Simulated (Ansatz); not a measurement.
# Computing U for Ce in CeSiPt3, part 2 of 2

Linear response gives U from how a shell's filling answers a small shift of its potential. The runs below do this for CeSiPt3.

functionals named at each step; plane waves, U on orthogonalised atomic orbitals unless named otherwise, collinear spin, no spin–orbit coupling.

So far. Step 4 (PBE, one cell): U on Ce is 5.48 eV. All images of the site are shifted together here, so the value is not converged.

In doubt: too few empty bands were carried, so the values of those runs are not to be relied on; a part-filled 4f shell, where there is one, can sit in one of many states, so energies may not be the lowest and differences between runs may mislead.

## (5) PBE, q-mesh 2×2×1

Level of this step: PBE with U on Ce f by linear response, ortho-atomic projectors (Ansatz).

A mesh of wavevectors stands for a supercell in which the shifted site is farther from its images.

File input.yaml:

```yaml
crystal:
  lattice:
    - [4.07683441, 0.0, 0.0]
    - [0.0, 4.07683441, 0.0]
    - [0.0, 0.0, 5.49257428]
  atoms:
    - { symbol: Ce, position: [0.5, 0.5, 0.7217771], spin: 1.1 }
    - { symbol: Si, position: [0.0, 0.0, 0.01082112] }
    - { symbol: Pt, position: [0.5, 0.0, 0.23775441] }
    - { symbol: Pt, position: [0.0, 0.5, 0.23775441] }
    - { symbol: Pt, position: [0.0, 0.0, 0.59229295] }
magnetization:
  spin_polarized: true
kpoints:
  mp_grid: { grid: [8, 8, 5] }
hamiltonian:
  xc: pbe
  hubbard:
    sites: [{ species: Ce, l: f, u_eff: linear-response }]
    projectors: ortho-atomic
    lr: { qmesh: [2, 2, 1] }
scf:
  occupations: { method: fermi_dirac, width: 0.1 }
output:
  eigenvalues: true
```

On the command line:

```
$ ansatz run input.yaml --threads 4 --pin off --max-ram 8192MiB --backend cpu --events-out ev --progress --plain --runs-dir out
```

Numbers of over 12 decimals in the logs are rounded to 6 here.

The program printed:

```text
[...]
LR-U cycle 1: input U_eff = [0.000] eV
Crystal: 5 atoms, lattice volume = 91.290 Å³
Basis set: ecut = 420 eV, 1811 PW (Γ)
Bands: 43, of which v1, the nominal top of the filled ones, is band 35 counted from 1 (34 counted from 0)
Symmetry: 8 space group operations
[...]
k-points: 45 of 320 (time reversal used)
[...]
Starting moments: Σ|m| = 1.1 μB on 1 of 5 sites
[...]
SCF iter  26: F=-44785.799322 eV  HF=-44785.799322 eV  |F-HF|=7.28e-12  |Δ(HF+E_count)|=  2.18e-11  Δρ=1.87e-8 (↑1.87e-8 ↓1.11e-8)  dr2=1.76e-12  dr2_m=8.01e-14  M=0.468 μB ∫|m|=0.507 μB  ethr=1.60e-12 (applied; sched 1.00e-12)  ⟨swp⟩=2.1  Hψ=7666  notcnv=0
[...]
SCF 1 converged in 26 iterations: F = -44785.799322 eV  dr2 = 1.76e-12
[...]
LR-U reference ψ shed before the perturbed-orbit SCFs — 0.10 GiB of wavefunction and exchange-operator storage released
NSCF: frozen V_eff on 45 k-points
[...]
DFPT response loops at q = (0, -0.5, 0) (fractional): preconditioner auto → Kerker (q_TF=auto, 2.610 Å⁻¹) (partly filled bands, converged f_vac=0.002); β = 1.00, the filter's whole step (`scf.mixing.beta` (0.30) is not read by the response loops under this deck's `scf.mixing.preconditioner`; to damp them name `kerker` or `kerker_dos`, under which they read `scf.mixing.beta`, and type it under 1.00, their step now; both keys bind the ground state too); Broyden in place of MSR1
[...]
LR-U cycle 1: largest |computed − input| of the U and V asked for = 5.8532 eV
[...]
k-points: 63 of 320 (time reversal used)
[...]
SCF 4 converged in 9 iterations: F = -44784.675455 eV  dr2 = 3.57e-9
[...]
SCF 5 converged in 3 iterations: F = -44784.851994 eV  dr2 = 2.67e-10
Symmetry: 2 space group operations
k-points: 105 of 320 (time reversal used)
[...]
SCF 6 converged in 11 iterations: F = -44784.867825 eV  dr2 = 8.04e-9
[...]
SCF 7 converged in 2 iterations: F = -44784.867825 eV  dr2 = 2.54e-9
Symmetry: 1 space group operations
k-points: 162 of 320 (time reversal used)
[...]
SCF 8 converged in 4 iterations: F = -44784.867825 eV  dr2 = 2.75e-9
[...]
SCF converged after 2 iterations
Magnetization: 1.0554 μB (35.5277 up, 34.4723 down)
Absolute magnetization: 1.0883 μB (∫|ρ↑−ρ↓|, with the PAW one-centre terms)
[...]
Per-site moments (μB) at R_I (Å): [(0.987974, 1.224791), (-0.000110163, 0.948254), (-0.000606553, 0.985588), (-0.000606761, 0.985588), (-0.000281757, 0.948254)]
Free energy (F): -44784.867825 eV
[...]
Internal energy: -44784.791126 eV  (E = F + TS)
E sigma→0 (E₀):  -44784.829476 eV
Entropy (-TS):   -0.076699 eV (-15.340 meV/atom)
Fermi energy:    17.997996 eV
[...]
--- Band table (eV; the first three rows and the last of 210) ---
  k-point 0 ↑: bands = [... 31 lower, 16.0666, 16.3384, 16.3936, 17.6202, 18.2583, 18.2583, 19.7299, 21.3332, ... 4 higher]
  k-point 1 ↑: bands = [... 31 lower, 15.8854, 16.2840, 17.0976, 17.6202, 18.5832, 18.5832, 19.7299, 21.2044, ... 4 higher]
  k-point 2 ↑: bands = [... 31 lower, 15.4984, 16.2387, 17.6202, 17.9833, 18.8173, 18.8173, 19.7297, 21.2810, ... 4 higher]
  k-point 104 ↓: bands = [... 31 lower, 16.0628, 16.2017, 17.6324, 17.6324, 18.0789, 18.9209, 18.9209, 21.7973, ... 4 higher]
Occupation matrices written to <dir>
```

Run time: 13 min. Hardware: 4 threads of Intel Xeon Platinum 8488C (Sapphire Rapids), shared host; peak memory 3.5 GiB.

The response of each shell:

```csv
site,electrons,χ₀ (1/eV),χ (1/eV),U (eV)
Ce1,1.159,-3.036,-0.1613,5.85
```

For Ce1 the on-site elements alone give 1/χ₀ − 1/χ = 5.87 eV, the inverses of the full matrices 5.82 eV, and the program reports 5.85 eV, after an interpolation towards a dense mesh that it makes on unshifted meshes and on single cells of several shells. The state, moments and gap printed next belong to the closing SCF at this U.

Read from the output:

- magnetization: 1.055 μB
- final state: ferromagnetic
- largest moment: 0.988 μB

U on Ce is 5.85 eV here against 5.48 eV (+7 %) in the run that differs in the way the response is sampled and in its k-mesh (PBE, one cell), at 1.8 times its CPU time. Only one of the two values carries the program's interpolation, which is part of the difference.

The run warns that the state on which the response was measured is in doubt.

## (6) PBE, shifted q-mesh 2×2×1

A mesh of wavevectors stands for a supercell in which the shifted site is farther from its images; shifted off q = 0, it leaves out the wavevector at which all images move together.

Edit input.yaml of step 5 so:

```diff
@@ -14,3 +14,3 @@
 kpoints:
-  mp_grid: { grid: [8, 8, 5] }
+  mp_grid: { grid: [8, 8, 6] }
 hamiltonian:
@@ -20,3 +20,3 @@
     projectors: ortho-atomic
-    lr: { qmesh: [2, 2, 1] }
+    lr: { qmesh: [2, 2, 1], qmesh_shift: [0.5, 0.5, 0.5] }
 scf:
```

The program printed:

```text
[...]
LR-U cycle 1: input U_eff = [0.000] eV
Crystal: 5 atoms, lattice volume = 91.290 Å³
Basis set: ecut = 420 eV, 1811 PW (Γ)
Bands: 43, of which v1, the nominal top of the filled ones, is band 35 counted from 1 (34 counted from 0)
Symmetry: 8 space group operations
[...]
k-points: 60 of 384 (time reversal used)
[...]
k-point 1 ↑: bands = [... 31 lower, 15.9458, 16.3046, 16.9031, 17.6214, 18.5094, 18.5094, 19.7312, 21.2362, ... 4 higher]
  k-point 2 ↑: bands = [... 31 lower, 15.5708, 16.2461, 17.6214, 17.7828, 18.7866, 18.7866, 19.7304, 21.2783, ... 4 higher]
  k-point 129 ↓: bands = [... 31 lower, 16.0609, 16.2145, 17.5656, 17.5656, 18.2503, 18.9193, 18.9193, 21.8452, ... 4 higher]
Occupation matrices written to <dir>
[key lines of the parts left out:]
SCF converged after 2 iterations
Magnetization: 1.0583 μB (35.5291 up, 34.4709 down)
Free energy (F): -44784.855087 eV
Fermi energy:    17.997181 eV
```

The job ended after 16 min (4 threads; peak memory 4.1 GiB).

Site by site:

```csv
site,electrons,χ₀ (1/eV),χ (1/eV),U (eV)
Ce1,1.159,-3.597,-0.1605,5.95
```

For Ce1 the on-site elements alone give 1/χ₀ − 1/χ = 5.95 eV, the inverses of the full matrices 5.95 eV, and the program reports 5.95 eV. The state, moments and gap printed next belong to the closing SCF at this U.

Read from the output:

```yaml
magnetization: 1.058 μB
final_state: ferromagnetic
largest_moment: 0.988 μB
```

U on Ce is 5.95 eV here against 5.85 eV (+2 %) in the run that differs in the way the response is sampled and in its k-mesh (PBE, q-mesh 2×2×1), at 1.2 times its CPU time. Only one of the two values carries the program's interpolation, which is part of the difference.

The run warns that the state on which the response was measured is in doubt.

## (7) Comparison

```csv
run,k-mesh,state of the response,U(Ce) (eV),largest moment at that U (μB),CPU time
PBE,8×8×6,-,0,0.41,59 s
"PBE, one cell",7×7×5,chosen order,5.48,0.99,25 min
"PBE, q-mesh 2×2×1",8×8×5,chosen order,5.85,0.99,46 min
"PBE, shifted q-mesh 2×2×1",8×8×6,chosen order,5.95,0.99,56 min
```

## (8) Summary of results

```yaml
u_ce_one_shot_value_on_the_finest_mesh: 5.95 eV
range_of_u_ce_over_these_recipes: 5.48 to 5.95 eV
```

What this shows: Linear response puts U for Ce in CeSiPt3 at 6.0 eV (PBE, shifted q-mesh 2×2×1), and the recipes tried spread from 5.5 to 6.0 eV. The cheapest one-shot value (PBE, one cell) is 5.48 eV and that on the finest mesh (PBE, shifted q-mesh 2×2×1) 5.95 eV, -8 % apart, at 2.2 times the CPU time. Every run warned that its reference state is in doubt. The magnetic states on which the responses were measured: chosen order; 2 starts finished among the 2 run to choose the order. Open 4f shells have many stationary orbital fillings and no spin–orbit coupling acts here, so energy differences of a few meV can stem from the filling and not from the order.

[Logs and program files are shortened in this print: banners, set-up blocks, solver, clock and traceback lines can be left out without a mark of their own.]

[Logs are printed without paths, hosts, clocks, repeated set-up lines and the standing remarks that a program may print on its own settings, such as how far it seeks lower states.]

[Hosts, paths, dates, database ids (printed as entryN), source tags and the programs' standing remarks are cut or masked in the printed files.]

[Where a cell is said to come from a database of computed structures, the database is the Materials Project.]
